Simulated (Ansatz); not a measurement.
# GeH6CI3N (CH3NH3GeI3): band gap by G0W0 on PBEsol, part 2 of 3

Aim: the quasiparticle gap of GeH6CI3N (CH3NH3GeI3), starting from PBEsol.

Ansatz 0.2.0; PBEsol, then G0W0 on it, plane waves, PAW. Known limits of the many-body steps: finite bands, screening cutoff and k mesh; no spin-orbit coupling in G0W0.

So far. Step 2 (The PBEsol band structure): Over mesh and path the gap is 0.852 eV, from k = (0.500, 0.500, 0.500) to k = (0.500, 0.500, 0.450). The least direct gap found is 0.880 eV, at k = (0.500, 0.500, 0.500). On the 4×4×4 mesh alone the same run gives 0.880 eV, so that mesh misses an edge of PBEsol: 0.880 − 0.852 = +0.028 eV.

The structure was built from a prototype and need not be the compound's stable phase.

## Step 3: The quasiparticle correction

G0W0 replaces the xc potential by a self-energy built once from the orbitals of the start. Levels are corrected in the window of bands that the input names, at points of the mesh.

This step: G0W0 on PBEsol, plane waves, PAW.

The input, input.yaml:

```yaml
crystal:
  lattice:
    - [5.8668316077, 0.2883030652, 0.0662740025]
    - [0.2883030652, 5.9385653728, 0.0962838686]
    - [0.0662740025, 0.0962838686, 5.8672506988]
  atoms:
    - { symbol: C, position: [0.9269170889, 0.9146527793, 0.9831184323] }
    - { symbol: "N", position: [0.0781424511, 0.0960660543, 0.0098946862] }
    - { symbol: H, position: [1.0335207602, 0.7540610316, 0.9619979637] }
    - { symbol: H, position: [0.1842379779, 1.1124707428, 0.8664981039] }
    - { symbol: H, position: [0.8220526717, -0.0454106832, 0.8317094623] }
    - { symbol: H, position: [-0.0165304885, 0.2508014888, 0.0333257572] }
    - { symbol: H, position: [0.8162231621, -0.0956235813, 0.1358389744] }
    - { symbol: H, position: [0.1835625679, 1.0652022878, 0.1509816534] }
    - { symbol: Ge, position: [0.518353722, 0.5167532441, 0.5316610556] }
    - { symbol: I, position: [0.5133267614, 0.4709631545, 0.0010423275] }
    - { symbol: I, position: [0.4460134129, -0.0165903174, 0.5018875215] }
    - { symbol: I, position: [-0.0156379097, 0.475868373, 0.4917495274] }
kpoints:
  mp_grid: { grid: [4, 4, 4] }
hamiltonian:
  xc: pbesol
scf:
  occupations: { method: fixed }
gw:
  n_empty_bands: 850
  ecut_chi: 150.0
  qp_bands: [v4, c4]
  qp_kpoints: band_edges
  screening: { model: contour_deformation }
```

Launch:

```console
ansatz run input.yaml --threads 3 --pin off --max-ram 92160MiB --backend cuda --events-out ev --progress --plain --runs-dir out --devices 1 --max-vram 13GiB  # rebuilt from the run's record
```

Numbers of over 12 decimals in the logs are rounded to 6 here.

Output:

```text
GPUs: using 1 of 1 available (devices: 1).
[...]
GPU FFT provider: cuFFT
GPU libraries: cuBLAS 13.8.2, cuFFT 12.4.0, cuSOLVER 12.3.4
Crystal: 12 atoms, lattice volume = 203.854 Å³
Basis set: ecut = 420 eV, 3979 PW (Γ)
Bands: 52, of which v1, the nominal top of the filled ones, is band 40 counted from 1 (39 counted from 0)
Symmetry: 1 space group operations
[...]
k-points: 36 of 64 (time reversal used)
[...]
GPU buffer pool allocated for 64000 grid points (all kernels)
[...]
SCF iter   1: F=—  HF=-27273.355072 eV  |F-HF|=—  |Δ(HF+E_count)|=         —  Δρ=3.84e-3  dr2=2.36e-2  ethr=1.77e-3  ⟨swp⟩=5.1  Hψ=6418  notcnv=0  defer=335
[...]
SCF iter   8: F=-27273.347041 eV  HF=-27273.347041 eV  |F-HF|=2.48e-9  |Δ(HF+E_count)|=   2.00e-7  Δρ=2.46e-6  dr2=1.40e-8  ethr=1.25e-10  ⟨swp⟩=15.0  Hψ=9706  notcnv=0
SCF 1 converged in 8 iterations: F = -27273.347041 eV  dr2 = 1.40e-8
[...]
NSCF: frozen V_eff on 36 k-points
the band table was solved once the SCF had ended and its energy, with any forces and stress, was formed, with the checks that follow a solve (8503 applications of the Hamiltonian). They found nothing against the state; the energy, forces and stress were not computed again (output.eigenvalues in the input reference)
[...]
G₀W₀ screening: q 1/36
[... further progress lines ...]
SCF converged after 8 iterations
Free energy (F): -27273.347041 eV
[...]
Internal energy: -27273.347041 eV  (E = F + TS)
E sigma→0 (E₀):  -27273.347041 eV
Fermi energy:    4.933951 eV
[...]
--- Band table (eV; the first three rows and the last of 36) ---
  k-point 0: bands = [... 36 lower, 3.2251, 3.2541, 3.3670, 3.6069, 7.9448, 8.3945, 8.9017, 9.0317, ... 8 higher]
  k-point 1: bands = [... 36 lower, 2.9923, 3.1105, 3.3855, 3.5666, 8.0843, 8.3670, 8.7039, 9.3381, ... 8 higher]
  k-point 2: bands = [... 36 lower, 3.0447, 3.2006, 3.5083, 3.8447, 6.5017, 8.3800, 9.3970, 9.7203, ... 8 higher]
  k-point 35: bands = [... 36 lower, 3.6753, 3.9062, 3.9334, 4.9340, 5.8138, 5.9053, 6.1510, 8.7074, ... 8 higher]
--- G₀W₀: contour deformation, 7 samples at zero and on the imaginary axis and 2 off it, 64 q-points, 850 empty bands' worth ---
  eigenvalues of the whole cell's RPA ε∞ on this k-mesh (on a slab, of 1 + 4πα/V) = 8.9790, 11.6307, 13.6921; static W/v taken at q = 0 is 0.087921
  gw.qp_kpoints: band_edges: 15 of 36 stored k-points solved, in 1 pass; an edge of the gap read off the rows below is read off those points alone
    valence top: of the k-points left out ik 32 came nearest to being solved in a further pass, in band 40 (counted from 1, as in the quasiparticle table): it holds the edge there only if its correction is more favourable than any solved in that band by at least 0.749 eV; those differ by 0.447 eV
    conduction bottom: of the k-points left out ik 30 came nearest to being solved in a further pass, in band 41 (counted from 1, as in the quasiparticle table): it holds the edge there only if its correction is more favourable than any solved in that band by at least 0.512 eV; those differ by 0.205 eV
    ik  band        ε_KS         Σx   Σc(E_QP)       V_xc       Z   E_QP_lin       E_QP  E_QP is
     0    37      3.2251   -17.1006     2.0754   -14.2009  0.7249     2.3512     2.4009  root
     0    38      3.2541   -17.1078     2.1210   -14.1442  0.7256     2.3561     2.4115  root
     0    39      3.3670   -17.2632     2.0036   -14.4478  0.7277     2.5096     2.5552  root
     0    40      3.6069   -17.3279     1.9140   -14.5994  0.7315     2.7490     2.7924  root
     0    41      7.9448    -5.3993    -3.8520    -9.5204  0.7766     8.2163     8.2139  root
     0    42      8.3945    -7.1720    -4.2156   -11.6995  0.7482     8.7108     8.7064  root
     0    43      8.9017    -5.8779    -4.0876   -10.2121  0.7549     9.1506     9.1483  root
     0    44      9.0317    -4.9561    -3.9431    -9.1182  0.7669     9.2526     9.2507  root
     1    37      2.9923   -16.8597     2.1608   -13.8665  0.7213     2.1063     2.1599  root
     1    38      3.1105   -17.0944     2.0513   -14.2241  0.7256     2.2440     2.2915  root
     1    39      3.3855   -16.9586     1.8652   -14.3162  0.7272     2.5693     2.6082  root
     1    40      3.5666   -17.2281     1.9355   -14.4763  0.7304     2.7052     2.7503  root
     1    41      8.0843    -8.4411    -4.1750   -12.8373  0.7558     8.3081     8.3055  root
     1    42      8.3670    -7.1564    -4.1286   -11.5040  0.7463     8.5889     8.5860  root
     1    43      8.7039    -6.2734    -4.1301   -10.7833  0.7672     9.0886     9.0836  root
     1    44      9.3381    -5.2960    -4.0646    -9.6279  0.7628     9.6078     9.6055  root
     2    37      3.0447   -17.3519     2.2032   -14.3025  0.7236     2.1418     2.1984  root
     2    38      3.2006   -17.1537     2.1957   -14.0958  0.7254     2.2730     2.3385  root
     2    39      3.5083   -17.1422     1.9409   -14.3874  0.7290     2.6504     2.6944  root
     2    40      3.8447   -16.7699     1.0878   -15.0971  0.7363     3.2424     3.2597  root
     2    41      6.5017    -8.9974    -3.6751   -12.8524  0.7446     6.6828     6.6817  root
     2    42      8.3800    -7.3717    -4.2070   -11.7942  0.7343     8.5979     8.5955  root
     2    43      9.3970    -5.3542    -4.0321    -9.7007  0.7713     9.7142     9.7113  root
     2    44      9.7203    -5.9553    -4.2461   -10.5978  0.7643    10.1234    10.1166  root
     9    37      2.8651   -16.6552     2.2608   -13.5549  0.7144     1.9703     2.0256  root
     9    38      3.0400   -17.1034     2.0068   -14.3076  0.7221     2.2145     2.2511  root
     9    39      3.7309   -17.5863     1.9371   -14.8053  0.7366     2.8364     2.8870  root
     9    40      4.4656   -16.4121     0.6369   -15.2523  0.7461     3.9326     3.9426  root
     9    41      6.1802    -9.0290    -3.5461   -12.7346  0.7490     6.3404     6.3396  root
     9    42      6.4776    -8.9294    -3.6111   -12.6912  0.7467     6.6290     6.6283  root
     9    43      9.5100    -6.4833    -4.3055   -11.2807  0.7659    10.0124    10.0018  root
     9    44      9.6892    -8.7150    -4.7750   -13.7669  0.7110     9.9704     9.9660  root
    15    37      3.0712   -16.2023     1.5726   -13.9611  0.7220     2.3833     2.4026  root
    15    38      3.4716   -17.2664     1.9196   -14.5272  0.7321     2.6073     2.6520  root
    15    39      3.6216   -17.2536     1.8923   -14.5476  0.7316     2.7644     2.8079  root
    15    40      3.7512   -17.3544     1.8667   -14.6708  0.7338     2.8911     2.9343  root
    15    41      7.6242    -8.9851    -4.0346   -13.2293  0.7468     7.8343     7.8338  root
    15    42      7.8915    -9.2660    -4.0697   -13.5410  0.7391     8.0991     8.0968  root
    15    43      8.2466    -9.0327    -4.2863   -13.5312  0.7249     8.4605     8.4588  root
    15    44      8.8573    -5.9835    -4.0843   -10.4633  0.7728     9.2577     9.2529  root
[...]
34    41      6.0014    -9.1789    -3.4245   -12.7331  0.7518     6.1317     6.1312  root
    34    42      6.3627    -8.8851    -3.5515   -12.5893  0.7492     6.5160     6.5153  root
    34    43      8.0053    -9.4825    -4.1321   -13.8137  0.7380     8.2066     8.2044  root
    34    44      9.0218    -5.3884    -4.0427    -9.8608  0.7776     9.4580     9.4515  root
    35    37      3.6753   -17.4721     1.9435   -14.6854  0.7356     2.7807     2.8322  root
    35    38      3.9062   -17.5550     1.8816   -14.8467  0.7354     3.0333     3.0795  root
    35    39      3.9334   -17.5957     1.8994   -14.8581  0.7360     3.0455     3.0952  root
    35    40      4.9340   -15.6498    -0.0203   -15.3005  0.7539     4.5607     4.5644  root
    35    41      5.8138    -9.4237    -3.1882   -12.6766  0.7518     5.8786     5.8785  root
    35    42      5.9053    -8.8427    -3.4645   -12.4694  0.7540     6.0682     6.0675  root
    35    43      6.1510    -8.6351    -3.5302   -12.3289  0.7529     6.3154     6.3146  root
    35    44      8.7074    -5.0980    -3.9324    -9.4353  0.7820     9.1176     9.1122  root
```

Elapsed: 6.7 min, on 1 × NVIDIA H100 80GB HBM3 (shared by 6 runs) with 3 threads of AMD EPYC 7R13 (Zen 3), shared host; peak memory 7.8 GiB.

This step gave:

- bands summed: 890
- RPA ε∞ on this mesh (eigenvalues): 8.979, 11.63, 13.69
- plane waves in the screening matrix: 835
- q-points in the mesh: 64
- G0W0 gap over the corrected points: 1.314 eV
- k of the valence top: -0.5, -0.5, -0.5
- k of the conduction bottom: -0.5, -0.5, -0.5
- starting gap on the mesh: 0.8799 eV
- Z at the valence top: 0.7539
- Z at the conduction bottom: 0.7518
- least direct G0W0 gap over the corrected points: 1.314 eV

Over 15 of 36 irreducible mesh points the G0W0 gap is 1.314 eV, direct, at k = (-0.500, -0.500, -0.500). The PBEsol gap of this run on the mesh is 0.880 eV. The two states that bound the G0W0 gap lie that far apart at the start, so the correction of the gap is 1.314 − 0.880 = +0.434 eV.

Labels follow the order of the start: v1 is the top filled band, c1 the lowest empty one; levels that stay degenerate share a row, the window can cut a multiplet, doubted levels are not marked in this list, bands outside the window were not corrected, and the list may be a part of the corrected levels. Levels before and after the correction, in eV, zero at the valence-band top of each column:

```
           conduction bottom  valence top
Kohn-Sham               0.88         0.00
     G0W0               1.31         0.00
```

```
                         level  occupation  energy (eV)
Kohn-Sham  (-0.5 -0.5 -0.5) v4           2       -1.259
Kohn-Sham  (-0.5 -0.5 -0.5) v3           2       -1.028
Kohn-Sham  (-0.5 -0.5 -0.5) v2           2       -1.001
Kohn-Sham  (-0.5 -0.5 -0.5) v1           2        0.000
Kohn-Sham  (-0.5 -0.5 -0.5) c1           0        0.880
Kohn-Sham  (-0.5 -0.5 -0.5) c2           0        0.971
Kohn-Sham  (-0.5 -0.5 -0.5) c3           0        1.217
Kohn-Sham  (-0.5 -0.5 -0.5) c4           0        3.773
     G0W0  (-0.5 -0.5 -0.5) v4           2       -1.732
     G0W0  (-0.5 -0.5 -0.5) v3           2       -1.485
     G0W0  (-0.5 -0.5 -0.5) v2           2       -1.469
     G0W0  (-0.5 -0.5 -0.5) v1           2        0.000
     G0W0  (-0.5 -0.5 -0.5) c1           0        1.314
     G0W0  (-0.5 -0.5 -0.5) c2           0        1.503
     G0W0  (-0.5 -0.5 -0.5) c3           0        1.750
     G0W0  (-0.5 -0.5 -0.5) c4           0        4.548
```

The parts of the quasiparticle energy for the two states that bound the G0W0 gap, in eV on the run's own scale (QP = start + Σx + Σc − Vxc, with Σc at the quasiparticle energy):

```
             edge                         k  band  start       Σx      Σc      Vxc      Z     QP
      valence top  (-0.500, -0.500, -0.500)    40  4.934  −15.650  −0.020  −15.300  0.754  4.564
conduction bottom  (-0.500, -0.500, -0.500)    41  5.814   −9.424  −3.188  −12.677  0.752  5.878
```

(Part 2 of 3 ends here.)

[Paths, hosts, dates, memory and timing lines, banners, echoed tables and standing remarks are left out of the program output.]

[Logs are printed without paths, hosts, clocks, repeated set-up lines and the standing remarks that a program may print on its own settings, such as how far it seeks lower states.]

[Runs of the session that timed out or met a known fault of the program may be left out.]

[Cells called generated may have been cut or substituted from an entry of the Crystallography Open Database or the Materials Project.]

[Hosts, paths, dates, database ids (printed as entryN), source tags and the programs' standing remarks are cut or masked in the printed files.]

[Where an RPA ε∞ is given, it is that of the G0W0 mesh and is not shown converged in it. Names of k-points follow the symmetry that the program found, which can be lower than the space group named. Band edges on a path are those of the sampled points; other points can move an edge, and change direct to indirect where valleys lie close.]

[Hybrid gaps are those of their k-mesh and are not shown converged in it.]
